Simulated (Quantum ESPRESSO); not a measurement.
# Voltage at the next charge: Mo(110), 4 layers, one monolayer of Li on longbridge sites against an electrode

Method. Quantum ESPRESSO 7.5, PBE, GBRV ultrasoft; ESM with bc3, a metal electrode 7.06 Å above the top atoms; cell area 7.016 Å²; ions fixed. V is the potential energy of an electron at the electrode over the slab's Fermi level, divided by e, so that it equals the work function at zero charge; positive charge removes electrons.

| charge (e a cell) | V (V) |
| --- | --- |
| 0 | 3.241 |
| 0.0105 | 4.535 |
| 0.021 | 5.877 |

One more run was made and is withheld. What is V at a charge of 0.0421 e, and what capacitance do the rows imply?

**Fit.** The last two rows give dV/dq = (5.877 − 4.535)/(0.021 − 0.0105) = 127.8 V/e, so C = 1602/(7.016 × 127.8) = 1.79 µF/cm², an effective gap of 8.854/1.79 = 4.96 Å. At constant C, V = 5.877 + 127.8 × 0.0211 = 8.57 V.

**Check.** V = 8.694 V; the estimate misses by −0.12 V, 4.3 % of the step. Over the three intervals C goes 1.85, 1.79 and 1.71 µF/cm²: it falls as electrons leave, the surface charge drawing back towards the atoms.

**Limits.** Vacuum fills the gap; a dielectric or electrolyte would change C. The slab is thin.
